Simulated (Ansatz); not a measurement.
**PtSe2 (model cell, started as fluorite): following an unstable mode**

Wanted: the energy along a soft mode of PtSe2 (model cell, started as fluorite) and the structure at the end.

Method: DFT PBEsol, scalar-relativistic, plane waves, PAW, in Ansatz 0.2.0.

Most raw output is cut from this account.

The structure was built from a prototype and need not be the compound's stable phase.

**1. The starting structure**

Symmetry: Fm-3m, No. 225, cubic system. Conventional cell: a = 6.198 Å, b = 6.198 Å, c = 6.198 Å, α = 90.00°, β = 90.00°, γ = 90.00°. Pt has 8 Se at 2.68 Å nearest. Nearest to Se lie 4 Pt at 2.68 Å. Farther neighbours and most contacts between anions are not listed.

**2. The dispersion**

The cell comes from relaxations at this level that are not shown. Stability and thermal properties need the whole zone. Linear response on a 4×4×4 q mesh gives force constants as far as a supercell of that size would.

Contents of input.yaml:

```yaml
crystal:
  lattice:
    - [0.0, 3.0991644051, 3.0991644051]
    - [3.0991644051, 0.0, 3.0991644051]
    - [3.0991644051, 3.0991644051, 0.0]
  atoms:
    - { symbol: Pt, position: [0.0, 0.0, 0.0] }
    - { symbol: Se, position: [0.25, 0.25, 0.25] }
    - { symbol: Se, position: [0.75, 0.75, 0.75] }
kpoints:
  mp_grid: { grid: [12, 12, 12] }
hamiltonian:
  xc: pbesol
scf:
  occupations: { method: methfessel_paxton, width: 0.2 }
output:
  eigenvalues: true
phonons:
  method: dfpt
  qmesh: [4, 4, 4]
  temperatures: { t_max: 1000, t_step: 50 }
  qpath:
    path:
      - [[0.0, 0.0, 0.0], [0.5, 0.0, 0.5], [0.625, 0.25, 0.625]]
      - [[0.375, 0.375, 0.75], [0.0, 0.0, 0.0], [0.5, 0.5, 0.5], [0.5, 0.25, 0.75], [0.5, 0.0, 0.5]]
    npoints: 10
```

Started as:

```sh
ansatz run input.yaml --threads 4 --pin off --max-ram 7168MiB --backend cpu --events-out ev --progress --plain --runs-dir out
```

Run time: 26 min. Hardware: 4 threads of Arm Neoverse V1, shared host; peak memory 5 GiB; 1.7 h of CPU time.

Numbers from this step:

```
volume per atom                                         : 19.84 Å³
gap on the k-mesh                                       : 0 eV
sum-rule residual before enforcement                    : 1.39e-4 eV/Å²
lowest frequency on the path                            : -90.82 cm⁻¹
point group                                             : m-3m
highest frequency on the path or at a solved wavevector : 171.4 cm⁻¹
highest optical mode at the zone centre (no LO-TO term) : 28.47 cm⁻¹
lowest optical zone-centre mode                         : -80.14 cm⁻¹
lowest mode on the q mesh (acoustic modes at Γ apart)   : -90.04 cm⁻¹
```

Frequencies (cm⁻¹) solved at each irreducible wavevector; negative means imaginary. Frequencies by wavevector, by row:

| q in reciprocal lattice units | star | mode 1 | mode 2 | mode 3 | mode 4 | mode 5 | mode 6 | mode 7 | mode 8 | mode 9 |
| --- | --- | --- | --- | --- | --- | --- | --- | --- | --- | --- |
| 0 0 0 | 1 | -80.1 | -80.1 | -80.1 | 0 | 0 | 0 | 28.5 | 28.5 | 28.5 |
| 0 0 0.25 | 8 | -82.5 | -82.5 | -39.7 | -36.6 | -36.6 | 56 | 56 | 86.5 | 122 |
| 0 0 -0.5 | 4 | -82.6 | -82.6 | -3 | -3 | 44.9 | 62 | 62 | 133.3 | 144 |
| 0 0.25 0.25 | 6 | -85.6 | -85.6 | -36.3 | -36.3 | -24.2 | 81.7 | 103 | 103 | 113 |
| 0 0.25 -0.5 | 24 | -79.5 | -79 | -33.2 | 18.4 | 52.4 | 72 | 102.1 | 108.8 | 160.8 |
| 0 0.25 -0.25 | 12 | -90 | -66.9 | -43.9 | 26.4 | 42.2 | 64.8 | 83.1 | 108 | 153.6 |
| 0 -0.5 -0.5 | 3 | -81.4 | -81.4 | 17.4 | 17.4 | 23.8 | 84.5 | 121.6 | 121.6 | 171.4 |
| 0.25 -0.5 -0.25 | 6 | -86.2 | -1.8 | -1.8 | 1.2 | 59.4 | 59.9 | 59.9 | 114.2 | 169.7 |

Interpolated from a 4×4×4 q mesh. Phonon branches along the path, in cm⁻¹:

| point | branch 1 | branch 2 | branch 3 | branch 4 | branch 5 | branch 6 | branch 7 | branch 8 | branch 9 |
| --- | --- | --- | --- | --- | --- | --- | --- | --- | --- |
| Γ | -80 | -80 | -80 | 0 | 0 | 0 | 28 | 28 | 28 |
| halfway | -86 | -86 | -36 | -36 | -24 | 82 | 103 | 103 | 113 |
| X | -81 | -81 | 17 | 17 | 24 | 84 | 122 | 122 | 171 |
| halfway | -82 | -81 | -5 | 22 | 42 | 79 | 115 | 118 | 170 |
| U | -82 | -82 | -25 | 34 | 65 | 70 | 101 | 109 | 168 |
| jump to K | -82 | -82 | -25 | 34 | 65 | 70 | 101 | 109 | 168 |
| halfway | -91 | -64 | -46 | -22 | 8 | 32 | 76 | 114 | 127 |
| Γ | -80 | -80 | -80 | 0 | 0 | 0 | 28 | 28 | 28 |
| halfway | -82 | -82 | -40 | -37 | -37 | 56 | 56 | 86 | 122 |
| L | -83 | -83 | -3 | -3 | 45 | 62 | 62 | 133 | 144 |
| halfway | -87 | -68 | 8 | 28 | 53 | 53 | 92 | 110 | 161 |
| W | -86 | -2 | -2 | 1 | 59 | 60 | 60 | 114 | 170 |
| halfway | -85 | -72 | 10 | 19 | 48 | 75 | 103 | 119 | 170 |
| X | -81 | -81 | 17 | 17 | 24 | 84 | 122 | 122 | 171 |

Symmetry leaves 8 wavevectors to solve. The lowest mode among them, the acoustic zeros apart, lies at q = (0, 0.25, -0.25) and is imaginary, 90.0i cm⁻¹, so the energy falls along it.

**3. The mode frozen in, largest atomic shift 0 Å**

The mode followed lies at q = (0.25, -0.5, -0.25) with frequency 86.2i cm⁻¹, one of the unstable modes though not the softest. At small amplitude the distorted cell has space group no. 142 by a symmetry search on the positions. The undistorted cell that holds it gives the zero of energy on the same k mesh.

System of this step: PtSe2 (model cell, started as fluorite). It takes space group Fm-3m (No. 225, cubic). The conventional cell has a = 6.198 Å, b = 6.198 Å, c = 6.198 Å, α = 90.00°, β = 90.00°, γ = 90.00°. Nearest to Pt lie 8 Se at 2.68 Å. Se has 4 Pt at 2.68 Å nearest. Farther neighbours and most contacts between anions are not listed.

Contents of input.yaml:

```yaml
crystal:
  lattice:
    - [0.0, 0.0, -6.1983288103]
    - [6.1983288103, 0.0, 0.0]
    - [3.0991644051, -6.1983288103, -3.0991644051]
  atoms:
    - { symbol: Pt, position: [0.75, 0.25, 0.5] }
    - { symbol: Pt, position: [0.25, 0.75, 0.5] }
    - { symbol: Pt, position: [0.5, 0.5, 0.0] }
    - { symbol: Pt, position: [0.0, 0.0, 0.0] }
    - { symbol: Se, position: [0.625, 0.625, 0.25] }
    - { symbol: Se, position: [0.125, 0.125, 0.25] }
    - { symbol: Se, position: [0.375, 0.875, 0.75] }
    - { symbol: Se, position: [0.875, 0.375, 0.75] }
    - { symbol: Se, position: [0.375, 0.375, 0.75] }
    - { symbol: Se, position: [0.875, 0.875, 0.75] }
    - { symbol: Se, position: [0.125, 0.625, 0.25] }
    - { symbol: Se, position: [0.625, 0.125, 0.25] }
kpoints:
  mp_grid: { grid: [6, 6, 6] }
hamiltonian:
  xc: pbesol
scf:
  occupations: { method: methfessel_paxton, width: 0.2 }
output:
  forces: true
  stress: true
  eigenvalues: true
```

It took 13 s on 4 threads; peak memory 1.3 GiB.

This step gave:

```
pressure                         : 0.006283 GPa
energy from the undistorted cell : 0 meV/atom
```

The run ends at a pressure of 0.01 GPa.

**4. The mode frozen in, largest atomic shift 0.22 Å**

The atoms are moved along the unstable eigenvector, the largest shift by 0.22 Å, with the cell fixed.

Contents of input.yaml:

```yaml
crystal:
  lattice:
    - [0.0, 0.0, -6.1983288103]
    - [6.1983288103, 0.0, 0.0]
    - [3.0991644051, -6.1983288103, -3.0991644051]
  atoms:
    - { symbol: Pt, position: [0.75, 0.25, 0.5] }
    - { symbol: Pt, position: [0.25, 0.75, 0.5] }
    - { symbol: Pt, position: [0.5, 0.5, 0.0] }
    - { symbol: Pt, position: [0.0, 0.0, 0.0] }
    - { symbol: Se, position: [0.625, 0.6604934381, 0.25] }
    - { symbol: Se, position: [0.125, 0.0895065619, 0.25] }
    - { symbol: Se, position: [0.4104934381, 0.875, 0.75] }
    - { symbol: Se, position: [0.8395065619, 0.375, 0.75] }
    - { symbol: Se, position: [0.3395065619, 0.375, 0.75] }
    - { symbol: Se, position: [0.9104934381, 0.875, 0.75] }
    - { symbol: Se, position: [0.125, 0.5895065619, 0.25] }
    - { symbol: Se, position: [0.625, 0.1604934381, 0.25] }
kpoints:
  mp_grid: { grid: [6, 6, 6] }
hamiltonian:
  xc: pbesol
scf:
  occupations: { method: methfessel_paxton, width: 0.2 }
output:
  forces: true
  stress: true
  eigenvalues: true
```

It took 13 s on 4 threads; peak memory 1.3 GiB; 50 s of CPU time.

Numbers from this step:

```yaml
pressure: 0.6658 GPa
energy_from_the_undistorted_cell: -15.64 meV/atom
```

The energy, extrapolated to zero smearing, is -15.64 meV/atom against the undistorted cell.

The run ends at a pressure of 0.67 GPa, with forces up to 0.035 eV/Å.

**5. Energy along the mode, all amplitudes (two of the runs are shown above)**

An imaginary frequency means negative curvature, so the energy should fall and then rise again as anharmonic terms take over.

This step gave:

| Quantity | Value |
| --- | --- |
| depth at the lowest point sampled | 15.64 meV/atom |
| largest atomic shift at that point | 0.22 Å |

The energy from the parent by largest atomic shift:

| largest atomic shift (Å) | energy from the parent (meV/atom) |
| --- | --- |
| 0.000 | 0 |
| 0.040 | -1.24 |
| 0.080 | -4.33 |
| 0.140 | -10.2 |
| 0.220 | -15.6 |
| 0.320 | -9.69 |
| 0.450 | 30.0 |

Displacement at unit largest shift by atom:

| atom | x (Å) | y (Å) | z (Å) | size |
| --- | --- | --- | --- | --- |
| Pt1 | 0.00 | 0.00 | 0.00 | 0.00 |
| Pt2 | 0.00 | 0.00 | 0.00 | 0.00 |
| Pt3 | 0.00 | 0.00 | 0.00 | 0.00 |
| Pt4 | 0.00 | 0.00 | 0.00 | 0.00 |
| Se5 | 1.00 | 0.00 | 0.00 | 1.00 |
| Se6 | -1.00 | 0.00 | 0.00 | 1.00 |
| Se7 | 0.00 | 0.00 | -1.00 | 1.00 |
| Se8 | 0.00 | 0.00 | 1.00 | 1.00 |
| Se9 | 0.00 | 0.00 | 1.00 | 1.00 |
| Se10 | 0.00 | 0.00 | -1.00 | 1.00 |
| Se11 | -1.00 | 0.00 | 0.00 | 1.00 |
| Se12 | 1.00 | 0.00 | 0.00 | 1.00 |

The lowest of the steps tried is at 0.22 Å, 15.6 meV/atom below the parent; the bottom of the well need not coincide with a step.

**6. Relaxation from the frozen mode**

Starting from the lowest point found, all atoms and the cell are let go, so that strain and other modes of the same symmetry can join in.

Edit input.yaml of step 4 so:

```diff
@@ -28 +28,6 @@
   eigenvalues: true
+relax:
+  adjacent_minimum: "off"
+  f_tol: 0.002
+  max_steps: 120
+  cell: { stress_tol: 0.03 }
```

Elapsed: 90 s, on 4 threads; peak memory 1.3 GiB.

Step by step:

| step | energy less that of the first step (eV) | largest force component (eV/Å) | pressure (GPa) | volume (Å³) |
| --- | --- | --- | --- | --- |
| 1 | 0.0000 | 0.0352 | 0.67 | 238.14 |
| 2 | 0.0019 | 0.0218 | -1.10 | 241.86 |
| 3 | -0.0051 | 0.0254 | -0.04 | 239.60 |
| 4 | -0.0060 | 0.0091 | 0.05 | 239.70 |
| 5 | -0.0063 | 0.0004 | 0.00 | 239.73 |
| 6* | -0.0066 | 0.0004 | -0.01 | 239.73 |

Relaxation steps marked * repeat the geometry before them on a plane-wave basis chosen anew for their cell, so energy and pressure can jump there. Relaxation step 2 was tried and not accepted.

Forces are held to the 16 operations that the run works with; a distortion that breaks them can't arise in this run.

| conventional cell, symmetrised | before | after | change |
| --- | --- | --- | --- |
| a (Å) | 6.198 | 6.205 | +0.1 % |
| b (Å) | 6.198 | 6.205 | +0.1 % |
| c (Å) | 12.397 | 12.453 | +0.5 % |
| volume (Å³/atom) | 19.84 | 19.98 | +0.7 % |

The atoms that moved most (Å, as changes of fractional coordinates times the final cell):

| atom | dx | dy | dz | length |
| --- | --- | --- | --- | --- |
| Se8 | 0.000 | 0.000 | 0.021 | 0.021 |
| Se9 | 0.000 | 0.000 | 0.021 | 0.021 |
| Se12 | 0.021 | 0.000 | 0.000 | 0.021 |
| Se5 | 0.021 | 0.000 | 0.000 | 0.021 |
| Se6 | -0.021 | 0.000 | 0.000 | 0.021 |
| Se7 | 0.000 | 0.000 | -0.021 | 0.021 |
| Se10 | 0.000 | 0.000 | -0.021 | 0.021 |
| Se11 | -0.021 | 0.000 | 0.000 | 0.021 |

The relaxed structure:

```
Pt Se
1.0
     0.00000    0.00000   -6.20502
     6.20502    0.00000    0.00000
     3.10251   -6.22625   -3.10251
Pt Se
4 8
Direct
  0.75000 0.25000 0.50000
  0.25000 0.75000 0.50000
  0.50000 0.50000 0.00000
  0.00000 0.00000 0.00000
  0.62500 0.66393 0.25000
  0.12500 0.08607 0.25000
  0.41393 0.87500 0.75000
  0.83607 0.37500 0.75000
  0.33607 0.37500 0.75000
  0.91393 0.87500 0.75000
  0.12500 0.58607 0.25000
  0.62500 0.16393 0.25000
```

This step gave:

```yaml
pressure: -0.005569 GPa
volume_per_atom: 19.98 Å³
```

The distorted start has space group I4_1/acd; the relaxation ends in I4_1/acd.

**7. The phases reached**

The phases reached along the modes that were followed are set side by side.

Energies are those of the first relaxation, on the mesh of the frozen mode; space group, volume and gap are those of the last relaxation. Phases, by row:

| mode frozen in | space group | energy from parent (meV/atom) | volume (Å³/atom) | gap on mesh (eV) | lowest zone-centre optical mode (cm⁻¹) | largest shift (Å) |
| --- | --- | --- | --- | --- | --- | --- |
| parent | Fm-3m | 0 | 19.84 | 0 | – | – |
| q = (0.25, -0.5, -0.25), 86i cm⁻¹ | I4_1/acd | -16.24 | 19.98 | 0 | – | 0.242 |

**8. Outcome**

- unstable mode of the parent: q = (0.25, -0.5, -0.25), 86i cm⁻¹
- depth at the lowest point sampled: 15.6 meV/atom
- largest atomic shift at that point: 0.22 Å
- space group reached (within 0.01 Å): I4_1/acd
- energy gained over the parent (first relaxation, on the mesh of the frozen mode): 16.2 meV/atom
- volume per atom, phase reached: 20.0 Å³

What this shows: Along this mode the structure falls into I4_1/acd, 16.2 meV/atom below the parent. At the parent's cell the well is 15.64 meV/atom deep on the steps tried, with its lowest point at a shift of 0.22 Å. Relaxing atoms and cell changes the gain by +0.60 meV/atom against the lowest step (energies at zero smearing). The modes of the phase reached were not computed on this path. Each path keeps the symmetry of its pattern, so a lower phase may lie along a pattern not tried. With no gap, or one that is small against the smearing, the frequencies hang on the k mesh and the smearing, most of all near Kohn anomalies. A semilocal functional can close a gap that the real compound would have, so the metallic treatment may be an artefact of the level. Spin-orbit coupling is left out, which can matter for the heavy elements here. A phonon run warned that its eigensolver left some bands unconverged in a pass. The starting cell was built on a prototype and not taken from a measurement, so the phase need not exist.

[Logs are printed without paths, hosts, clocks, repeated set-up lines and the standing remarks that a program may print on its own settings, such as how far it seeks lower states.]

[Hosts, paths, dates, database ids (printed as entryN), source tags and the programs' standing remarks are cut or masked in the printed files.]
